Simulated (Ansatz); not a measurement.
Planning a run of Ansatz 0.2.0 on BC3 (honeycomb, ordered). The input:

```yaml
crystal:
  lattice:
    - [5.1713065328, 0.0, 0.0]
    - [-2.5856532664, 4.4784828281, 0.0]
    - [0.0, 0.0, 23.2]
  atoms:
    - { symbol: B, position: [0.3333333333, 0.6666666667, 0.5] }
    - { symbol: B, position: [0.6666666667, 0.3333333333, 0.5] }
    - { symbol: C, position: [0.1586495647, 0.3172991293, 0.5] }
    - { symbol: C, position: [0.3172991293, 0.1586495647, 0.5] }
    - { symbol: C, position: [0.1586495647, 0.8413504353, 0.5] }
    - { symbol: C, position: [0.8413504353, 0.1586495647, 0.5] }
    - { symbol: C, position: [0.6827008707, 0.8413504353, 0.5] }
    - { symbol: C, position: [0.8413504353, 0.6827008707, 0.5] }
  periodic: [true, true, false]
kpoints:
  mp_grid: { grid: [3, 3, 1] }
  band_path:
    path:
      - [0.0, 0.0, 0.0]
      - [0.5, 0.0, 0.0]
      - [0.3333333333, 0.3333333333, 0.0]
      - [0.2, 0.0, 0.0]
    npoints: 1
hamiltonian:
  xc: hse06
  pseudopotentials: { kind: paw, azcp: { folder: soft_1 } }
scf:
  occupations: { method: fixed }
  n_extra_bands: 6
  convergence: { dr2_threshold: 1.0e-10 }
output:
  eigenvalues: true
```

```sh
ansatz run input.yaml --threads 4 --pin off --max-ram 17510MiB --backend cpu --events-out ev --progress --plain --runs-dir out
```

Q: How long will it take on 4 threads of Arm Neoverse V2, shared host, and how much memory?

It took 35 s; on shared hardware allow 18 s to 70 s. Peak host memory was 1.0 GiB. The sizes that set the cost: 10475 plane waves a state, 3 irreducible k points and 17 SCF cycles.

Exact exchange couples every pair of k points and filled bands, so it costs far more than a semilocal run.

[Paths, hosts, dates, memory and timing lines, banners, echoed tables and standing remarks are left out of the program output.]

[Logs are printed without paths, hosts, clocks, repeated set-up lines and the standing remarks that a program may print on its own settings, such as how far it seeks lower states.]

[Runs of the session that timed out or met a known fault of the program may be left out.]

[Cells called generated may have been cut or substituted from an entry of the Crystallography Open Database or the Materials Project.]

[Hosts, paths, dates, database ids (printed as entryN), source tags and the programs' standing remarks are cut or masked in the printed files.]
